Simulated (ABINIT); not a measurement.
**A GW chain in ABINIT: CsAsF6 (R-3)**

Aim: the G0W0 gap of CsAsF6 (R-3) on PBEsol, step by step.

Calculated with ABINIT 10.8.3; PBEsol and many-body steps on it, plane waves.

## Step 1: Set-up

Symmetry: R-3, No. 148, trigonal system. Conventional cell: a = 7.712 Å, b = 7.712 Å, c = 7.866 Å, α = 90.00°, β = 90.00°, γ = 120.00°. Cs has 12 F at 3.10 to 3.24 Å nearest. Nearest to As lie 6 F at 1.75 Å. Nearest to F lie 1 As at 1.75 Å and 2 Cs at 3.10 to 3.24 Å. Farther neighbours and most contacts between anions are not listed.

The cell and positions are those that the Materials Project relaxed with its own functionals (PBE, PBE+U or r2SCAN), kept fixed. Spin-orbit coupling is left out unless a step names it.

## Step 2: Ground state

This step: ABINIT 10.8.3; DFT, PBEsol, plane waves, norm-conserving pseudopotentials.

The ground-state density comes first.

File run.abi:

```
acell 3*1.0 Angstrom
rprim 
  3.855859826403 2.226181708716 2.622049894613
  -3.855859826403 2.226181708716 2.622049894613
  -0.000000000000 -4.452363417478 2.622049894574
ntypat 3
znucl 55 33 9
natom 8
typat 1 2 3 3 3 3 3 3
xred 
  0.500000000000 0.500000000000 0.500000000000
  -0.000000000000 -0.000000000000 -0.000000000000
  0.189597360000 0.275478300000 0.922344570000
  0.275478300000 0.922344570000 0.189597360000
  0.077655430000 0.810402640000 0.724521700000
  0.724521700000 0.077655430000 0.810402640000
  0.810402640000 0.724521700000 0.077655430000
  0.922344570000 0.189597360000 0.275478300000
pp_dirpath "pseudos"
pseudos "Cs.upf, As.upf, F.upf"
ecut 44
ngkpt 4 4 4
nshiftk 1
shiftk 0 0 0
kptopt 1
chksymbreak 0
nband 45
occopt 1
tolvrs 1e-10
nstep 60
prtwf 0
optforces 0
optstress 0
indata_prefix "in"
outdata_prefix "out"
tmpdata_prefix "tmp"
```

Launch:

```
OMP_NUM_THREADS=1 mpirun -n 4 abinit run.abi > log
```

Numbers of over 12 decimals in the logs are rounded to 6 here.

What it wrote:

```text
.Version 10.8.3 of ABINIT. v10.8.2 released Aug 2026.

 Symmetries : space group R-3 (#148); Bravais hR (rhombohedral)
================================================================================
 Values of the parameters that define the memory need of the present run
     intxc =       0    ionmov =       0      iscf =       7    lmnmax =       8
     lnmax =       8     mgfft =      60  mpssoang =       4    mqgrid =    3001
     natom =       8  nloc_mem =       1    nspden =       1   nspinor =       1
    nsppol =       1      nsym =       6    n1xccc =    2501    ntypat =       3
    occopt =       1   xclevel =       2
-    mband =          45        mffmem =           1         mkmem =           4
       mpw =       12737          nfft =      216000          nkpt =          14
================================================================================
  Rough estimation (10% accuracy) of disk space for files :
================================================================================

--------------------------------------------------------------------------------
------------- Echo of variables that govern the present computation ------------
--------------------------------------------------------------------------------
 -outvars: echo values of preprocessed input variables --------
            acell      1.8897261259E+00  1.8897261259E+00  1.8897261259E+00 Bohr

      chksymbreak           0
             ecut      4.40000000E+01 Hartree
-          fftalg         312

              ixc     -116133
              kpt      0.00000000E+00  0.00000000E+00  0.00000000E+00
                       2.50000000E-01  0.00000000E+00  0.00000000E+00
                       5.00000000E-01  0.00000000E+00  0.00000000E+00
                       2.50000000E-01  2.50000000E-01  0.00000000E+00
                       5.00000000E-01  2.50000000E-01  0.00000000E+00
                      -2.50000000E-01  2.50000000E-01  0.00000000E+00
                       2.50000000E-01  5.00000000E-01  0.00000000E+00
                       5.00000000E-01  5.00000000E-01  0.00000000E+00
                       2.50000000E-01  2.50000000E-01  2.50000000E-01
                       5.00000000E-01  2.50000000E-01  2.50000000E-01
                      -2.50000000E-01  2.50000000E-01  2.50000000E-01
[...]
kptrlatt        4    0    0      0    4    0      0    0    4
          kptrlen      3.90574423E+01
P           mkmem           4
            natom           8
            nband          45
            ngfft          60      60      60
             nkpt          14
            nstep          60
             nsym           6
           ntypat           3
              occ      2.000000  2.000000  2.000000  2.000000  2.000000  2.000000
                       2.000000  2.000000  2.000000  2.000000  2.000000  2.000000
                       2.000000  2.000000  2.000000  2.000000  2.000000  2.000000
                       2.000000  2.000000  2.000000  2.000000  2.000000  2.000000
                       2.000000  2.000000  2.000000  2.000000  2.000000  2.000000
                       2.000000  2.000000  2.000000  2.000000  2.000000  2.000000
                       2.000000  0.000000  0.000000  0.000000  0.000000  0.000000
[...]
optforces           0
        optstress           0
            prtwf           0
            rprim      3.8558598264E+00  2.2261817087E+00  2.6220498946E+00
[...]
spgroup         148

           tolvrs      1.00000000E-10

             xred      5.0000000000E-01  5.0000000000E-01  5.0000000000E-01
[...]
znucl       55.00000   33.00000    9.00000

================================================================================

 chkinp: Checking input parameters for consistency.

================================================================================
== DATASET  1 ==================================================================
-   mpi_nproc: 4, omp_nthreads: 1 (-1 if OMP is not activated)

--- !DatasetInfo
iteration_state: {dtset: 1, }
dimensions: {natom: 8, nkpt: 14, mband: 45, nsppol: 1, nspinor: 1, nspden: 1, mpw: 12737, }
cutoff_energies: {ecut:  44.0, pawecutdg:  -1.0, }
electrons: {nelect:   7.40000000E+01, charge:   0.00000000E+00, occopt:   1.00000000E+00, tsmear:   1.00000000E-02, }

 Real(R)+Recip(G) space primitive vectors, cartesian coordinates (Bohr,Bohr^-1):
 R(1)=  7.2865191  4.2068737  4.9549562  G(1)=  0.0686199  0.0396177  0.0672727
 R(2)= -7.2865191  4.2068737  4.9549562  G(2)= -0.0686199  0.0396177  0.0672727
 R(3)=  0.0000000 -8.4137475  4.9549562  G(3)=  0.0000000 -0.0792354  0.0672727
 Unit cell volume ucvol=  9.1131948E+02 bohr^3
 Angles (23,13,12)=  9.65307737E+01  9.65307737E+01  9.65307737E+01 degrees

 getcut: wavevector=  0.0000  0.0000  0.0000  ngfft=  60  60  60
         ecut(hartree)=     44.000   => boxcut(ratio)=   2.05831

--- Pseudopotential description ------------------------------------------------
- Cs Generated using ONCVPSP code by D. R. Hamann
- 55.00000   9.00000  180301                  znucl, zion, pspdat
12 -116133 3 -1 2384                          pspcod,pspxc,lmax,lloc,mmax
     nproj     2     2     2     2
  pspatm : epsatm=   22.12462466
         --- l  ekb(1:nproj) -->
[...]
12 -116133 2 -1 832                           pspcod,pspxc,lmax,lloc,mmax
     nproj     2     2     1     0
  pspatm : epsatm=    4.89824381
         --- l  ekb(1:nproj) -->
[...]
2   -2.394754
 pspatm: atomic psp has been read  and splines computed

   5.62432745E+03                                ecore*ucvol(ha*bohr**3)
--------------------------------------------------------------------------------

_setup2: Arith. and geom. avg. npw (full set) are   12705.922   12705.910

================================================================================

--- !BeginCycle
iteration_state: {dtset: 1, }
solver: {iscf: 7, nstep: 60, nline: 4, wfoptalg: 0, }
tolerances: {tolvrs: 1.00E-10, }

     iter   Etot(hartree)      deltaE(h)  residm     vres2
 ETOT  1  -472.78930770736    -4.728E+02 1.223E+00 2.641E+03
 ETOT  2  -475.91928587251    -3.130E+00 2.521E-02 1.000E+03
 ETOT  3  -476.02419931422    -1.049E-01 5.925E-03 1.397E+02
 ETOT  4  -476.02833335971    -4.134E-03 4.267E-03 9.267E+01
 ETOT  5  -476.03119168931    -2.858E-03 1.659E-03 7.746E+00
 ETOT  6  -476.03165112405    -4.594E-04 2.239E-03 1.193E+00
 ETOT  7  -476.03168719174    -3.607E-05 2.172E-03 1.608E-01
 ETOT  8  -476.03169417809    -6.986E-06 7.627E-03 1.429E-03
 ETOT  9  -476.03169422536    -4.727E-08 7.342E-04 1.042E-03
 ETOT 10  -476.03169428353    -5.816E-08 1.309E-03 6.358E-06
 ETOT 11  -476.03169428446    -9.355E-10 1.583E-04 1.517E-07
 ETOT 12  -476.03169428449    -3.223E-11 5.547E-04 3.175E-08
 ETOT 13  -476.03169428448     1.472E-11 8.525E-05 1.517E-09
 ETOT 14  -476.03169428451    -3.280E-11 2.874E-04 7.466E-11

 At SCF step   14       vres2   =  7.47E-11 < tolvrs=  1.00E-10 =>converged.

--- !ResultsGS
iteration_state: {dtset: 1, }
comment   : Summary of ground state results
lattice_vectors:
- [  7.2865191,   4.2068737,   4.9549562, ]
- [ -7.2865191,   4.2068737,   4.9549562, ]
- [ -0.0000000,  -8.4137475,   4.9549562, ]
lattice_lengths: [   9.76436,    9.76436,    9.76436, ]
lattice_angles: [ 96.531,  96.531,  96.531, ] # degrees, (23, 13, 12)
lattice_volume:   9.1131948E+02
convergence: {deltae: -3.280E-11, res2:  7.466E-11, residm:  2.874E-04, diffor:  0.000E+00, }
etotal    :  -4.76031694E+02
entropy   :   0.00000000E+00
fermie    :  -6.01127760E-02
cartesian_stress_tensor: null
pressure_GPa: null
xred      :
- [  5.0000E-01,   5.0000E-01,   5.0000E-01, Cs]
- [  0.0000E+00,   0.0000E+00,   0.0000E+00, As]
- [  1.8960E-01,   2.7548E-01,   9.2234E-01,  F]
- [  2.7548E-01,   9.2234E-01,   1.8960E-01,  F]
- [  7.7655E-02,   8.1040E-01,   7.2452E-01,  F]
- [  7.2452E-01,   7.7655E-02,   8.1040E-01,  F]
- [  8.1040E-01,   7.2452E-01,   7.7655E-02,  F]
- [  9.2234E-01,   1.8960E-01,   2.7548E-01,  F]
cartesian_forces: null
force_length_stats: {min: null, max: null, mean: null, }

 Integrated electronic density in atomic spheres:
 ------------------------------------------------
 Atom  Sphere_radius  Integrated_density
[...]
================================================================================

 ----iterations are completed or convergence reached----

 Mean square residual over all n,k,spin=   14.608E-07; max=  28.738E-05
 reduced coordinates (array xred) for    8 atoms
[...]
0.275478300000      0.922344570000      0.189597360000
       0.077655430000      0.810402640000      0.724521700000
       0.724521700000      0.077655430000      0.810402640000
       0.810402640000      0.724521700000      0.077655430000
       0.922344570000      0.189597360000      0.275478300000
 rms dE/dt=  0.0000E+00; max dE/dt=  0.0000E+00; dE/dt below (all hartree)
    1       0.000000000000      0.000000000000      0.000000000000
    2       0.000000000000      0.000000000000      0.000000000000
    3       0.000000000000      0.000000000000      0.000000000000
    4       0.000000000000      0.000000000000      0.000000000000
    5       0.000000000000      0.000000000000      0.000000000000
    6       0.000000000000      0.000000000000      0.000000000000
    7       0.000000000000      0.000000000000      0.000000000000
    8       0.000000000000      0.000000000000      0.000000000000

 cartesian coordinates (angstrom) at end:
    1      0.000000    -2.3e-11     3.933075
    2      0.000000     0.000000     0.000000
    3     -0.331145    -3.071270     3.637885
    4     -2.494226     1.822415     3.637885
    5     -2.825371    -1.248855     4.228265
    6      2.494226    -1.822415     4.228265
    7      0.331145     3.071270     4.228265
    8      2.825371     1.248855     3.637885
 length scales=  1.889726125908  1.889726125908  1.889726125908 bohr
              =  1.000000000000  1.000000000000  1.000000000000 angstroms
 prteigrs : about to open file out_EIG
 Fermi (or HOMO) energy (hartree) =  -0.06011   Average Vxc (hartree)=  -0.32612
 Eigenvalues (hartree) for nkpt=  14  k points:
 kpt#   1, nband= 45, wtk=  0.01563, kpt=  0.0000  0.0000  0.0000 (reduced coord)
  -6.83406   -4.75721   -4.75719   -4.75719   -1.35044   -1.35044   -1.34517   -1.34506
  -1.34506   -0.87624   -0.81642   -0.81536   -0.81536   -0.78520   -0.78520   -0.66450
  -0.36580   -0.22859   -0.22859   -0.22462   -0.18333   -0.17856   -0.17856   -0.14945
  -0.14945   -0.14054   -0.12754   -0.12754   -0.09326   -0.08837   -0.08837   -0.08756
  -0.08265   -0.08265   -0.06940   -0.06940   -0.06011    0.14855    0.30043    0.32198
   0.32198    0.37990    0.37990    0.38595    0.39024
 prteigrs : prtvol=0 or 1, do not print more k-points.

--- !EnergyTerms
iteration_state     : {dtset: 1, }
comment             : Components of total free energy in Hartree
kinetic             :  2.38636400185920E+02
hartree             :  2.52418029303195E+02
xc                  : -6.68606738171148E+01
Ewald energy        : -1.63596554432008E+02
psp_core            :  6.17163091667403E+00
local_psp           : -6.53989581535259E+02
non_local_psp       : -8.88109449059186E+01
total_energy        : -4.76031694284513E+02
total_energy_eV     : -1.29534822985046E+04
band_energy         : -7.28191988512342E+01

== END DATASET(S) ==============================================================
================================================================================

 -outvars: echo values of variables after computation  --------
           etotal     -4.7603169428E+02
            nband          45
             nkpt          14
          spgroup         148
 [... the other variables as echoed above ...]

 Calculation completed.
```

Wall time 2.1 min (4 MPI ranks of Arm Neoverse V2, shared host); peak memory 0.57 GiB.

This step gave:

```
total energy               : -12953.4823 eV
gap                        : 5.678 eV
k of the valence top       : 0, 0, 0
k of the conduction bottom : 0, 0, 0
least direct gap           : 5.678 eV
```

The gap is direct, at Γ.

## Step 3: Empty states on the mesh, 2×2×2 mesh, 178 bands

The sums over transitions need many empty states on a uniform mesh; this step solves for them.

run.abi, as its differences from that of step 2:

```diff
@@ -21,3 +21,3 @@
 ecut 44
-ngkpt 4 4 4
+ngkpt 2 2 2
 nshiftk 1
@@ -26,9 +26,10 @@
 chksymbreak 0
-nband 45
-occopt 1
-tolvrs 1e-10
+iscf -2
+irdden 1
+istwfk *1
+nband 178
+nbdbuf 16
+tolwfr 1e-09
 nstep 60
-prtwf 0
-optforces 0
-optstress 0
+prtvol 0
 indata_prefix "in"
```

What it wrote:

```text
.Version 10.8.3 of ABINIT. v10.8.2 released Aug 2026.

 Symmetries : space group R-3 (#148); Bravais hR (rhombohedral)
[... echo of the input left out ...]
== DATASET  1 ==================================================================
-   mpi_nproc: 4, omp_nthreads: 1 (-1 if OMP is not activated)

--- !DatasetInfo
iteration_state: {dtset: 1, }
dimensions: {natom: 8, nkpt: 4, mband: 178, nsppol: 1, nspinor: 1, nspden: 1, mpw: 12752, }
cutoff_energies: {ecut:  44.0, pawecutdg:  -1.0, }
electrons: {nelect:   7.40000000E+01, charge:   0.00000000E+00, occopt:   1.00000000E+00, tsmear:   1.00000000E-02, }

 Real(R)+Recip(G) space primitive vectors, cartesian coordinates (Bohr,Bohr^-1):
 R(1)=  7.2865191  4.2068737  4.9549562  G(1)=  0.0686199  0.0396177  0.0672727
 R(2)= -7.2865191  4.2068737  4.9549562  G(2)= -0.0686199  0.0396177  0.0672727
 R(3)=  0.0000000 -8.4137475  4.9549562  G(3)=  0.0000000 -0.0792354  0.0672727
 Unit cell volume ucvol=  9.1131948E+02 bohr^3
 Angles (23,13,12)=  9.65307737E+01  9.65307737E+01  9.65307737E+01 degrees

 getcut: wavevector=  0.0000  0.0000  0.0000  ngfft=  60  60  60
         ecut(hartree)=     44.000   => boxcut(ratio)=   2.05831

--- Pseudopotential description ------------------------------------------------
- Cs Generated using ONCVPSP code by D. R. Hamann
- 55.00000   9.00000  180301                  znucl, zion, pspdat
12 -116133 3 -1 2384                          pspcod,pspxc,lmax,lloc,mmax
     nproj     2     2     2     2
  pspatm : epsatm=   22.12462466
         --- l  ekb(1:nproj) -->
             0    6.214110    0.767882
             1    6.311966    0.793598
             2    3.769790    0.913105
[...]
pspatm: atomic psp has been read  and splines computed

- As Generated using ONCVPSP code by D. R. Hamann
- 33.00000  23.00000  180301                  znucl, zion, pspdat
12 -116133 2 -1 1342                          pspcod,pspxc,lmax,lloc,mmax
     nproj     2     2     2     0
  pspatm : epsatm=   24.49033745
         --- l  ekb(1:nproj) -->
[...]
pspatm: atomic psp has been read  and splines computed

- F Generated using ONCVPSP code by D. R. Hamann
-  9.00000   7.00000  180301                  znucl, zion, pspdat
12 -116133 2 -1 832                           pspcod,pspxc,lmax,lloc,mmax
     nproj     2     2     1     0
  pspatm : epsatm=    4.89824381
         --- l  ekb(1:nproj) -->
[...]
2   -2.394754
 pspatm: atomic psp has been read  and splines computed

--------------------------------------------------------------------------------

================================================================================
 prteigrs : about to open file out_EIG
 Non-SCF case, kpt    1 (  0.00000  0.00000  0.00000), residuals and eigenvalues=
  2.10E-10  3.64E-10  3.97E-10  2.79E-10  1.49E-10  2.14E-10  1.87E-10  1.99E-10
[...]
7.70E-10  3.20E-10  7.31E-10  3.22E-10  3.07E-10  4.10E-10  6.64E-10  3.56E-10
[...]
1.28E-04  2.29E-04
 -6.8341E+00 -4.7572E+00 -4.7572E+00 -4.7572E+00 -1.3504E+00 -1.3504E+00
 -1.3452E+00 -1.3451E+00 -1.3451E+00 -8.7624E-01 -8.1642E-01 -8.1536E-01
 -8.1536E-01 -7.8520E-01 -7.8520E-01 -6.6450E-01 -3.6580E-01 -2.2859E-01
[...]
1.9028E+00  1.9446E+00  1.9446E+00  1.9495E+00  1.9594E+00  1.9594E+00
  1.9708E+00  1.9744E+00  1.9744E+00  1.9784E+00  1.9925E+00  2.0397E+00
  2.0398E+00  2.0547E+00  2.0550E+00  2.0941E+00
 prteigrs : prtvol=0 or 1, do not print more k-points.

--- !ResultsGS
iteration_state: {dtset: 1, }
comment   : Summary of ground state results
lattice_vectors:
- [  7.2865191,   4.2068737,   4.9549562, ]
- [ -7.2865191,   4.2068737,   4.9549562, ]
- [ -0.0000000,  -8.4137475,   4.9549562, ]
lattice_lengths: [   9.76436,    9.76436,    9.76436, ]
lattice_angles: [ 96.531,  96.531,  96.531, ] # degrees, (23, 13, 12)
lattice_volume:   9.1131948E+02
convergence: {deltae:  0.000E+00, res2:  0.000E+00, residm:  9.963E-10, diffor:  0.000E+00, }
etotal    :  -4.76031694E+02
entropy   :   0.00000000E+00
fermie    :  -6.01127760E-02
cartesian_stress_tensor: null
pressure_GPa: null
xred      :
- [  5.0000E-01,   5.0000E-01,   5.0000E-01, Cs]
- [  0.0000E+00,   0.0000E+00,   0.0000E+00, As]
- [  1.8960E-01,   2.7548E-01,   9.2234E-01,  F]
- [  2.7548E-01,   9.2234E-01,   1.8960E-01,  F]
- [  7.7655E-02,   8.1040E-01,   7.2452E-01,  F]
- [  7.2452E-01,   7.7655E-02,   8.1040E-01,  F]
- [  8.1040E-01,   7.2452E-01,   7.7655E-02,  F]
- [  9.2234E-01,   1.8960E-01,   2.7548E-01,  F]
cartesian_forces: null
force_length_stats: {min: null, max: null, mean: null, }

 Integrated electronic density in atomic spheres:
 ------------------------------------------------
 Atom  Sphere_radius  Integrated_density
[...]
================================================================================

 ----iterations are completed or convergence reached----

 Mean square residual over all n,k,spin=   41.295E-11; max=  99.629E-11
 reduced coordinates (array xred) for    8 atoms
[...]
0.810402640000      0.724521700000      0.077655430000
       0.922344570000      0.189597360000      0.275478300000

 cartesian coordinates (angstrom) at end:
    1      0.000000    -2.3e-11     3.933075
    2      0.000000     0.000000     0.000000
[...]
7      0.331145     3.071270     4.228265
    8      2.825371     1.248855     3.637885
 length scales=  1.889726125908  1.889726125908  1.889726125908 bohr
              =  1.000000000000  1.000000000000  1.000000000000 angstroms
 prteigrs : about to open file out_EIG
 Eigenvalues (hartree) for nkpt=   4  k points:
 kpt#   1, nband=178, wtk=  0.12500, kpt=  0.0000  0.0000  0.0000 (reduced coord)
[...]
1.90281    1.90281    1.90285    1.94458    1.94458    1.94953    1.95942    1.95942
   1.97082    1.97444    1.97444    1.97838    1.99250    2.03971    2.03978    2.05469
   2.05505    2.09409
 prteigrs : prtvol=0 or 1, do not print more k-points.

== END DATASET(S) ==============================================================
================================================================================

 -outvars: echo values of variables after computation  --------
            nband         178
             nkpt           4
          spgroup         148
 [... the other variables as echoed above ...]

 Calculation completed.
```

Elapsed: 80 s, on 4 MPI ranks; peak memory 0.54 GiB; 5.3 min of CPU time.

Numbers from this step:

```yaml
gap: 5.678 eV
k_of_the_valence_top: 0, 0, 0
k_of_the_conduction_bottom: 0, 0, 0
least_direct_gap: 5.678 eV
k_points_computed: 4
lowest_point_of_the_top_converged_band_above_the_valence_top: 53.4138 eV
```

On this mesh the gap is 5.678 eV.

(Continued in part 2 of 2.)

[Paths, hosts, dates, memory and timing lines, banners, echoed tables and standing remarks are left out of the program output.]

[Logs are printed without paths, hosts, clocks, repeated set-up lines and the standing remarks that a program may print on its own settings, such as how far it seeks lower states.]

[Runs of the session that timed out or met a known fault of the program may be left out.]

[Hosts, paths, dates, database ids (printed as entryN), source tags and the programs' standing remarks are cut or masked in the printed files.]

[G0W0 gaps are taken among the corrected bands and points alone; a level outside them can change the order at an edge.]

[Where Ansatz stands beside ABINIT at settings called matched, ABINIT's density can come from a denser mesh and the files from another edition; pairs whose starting gaps differed by over 0.03 eV were left out, so agreement reads better than it is.]
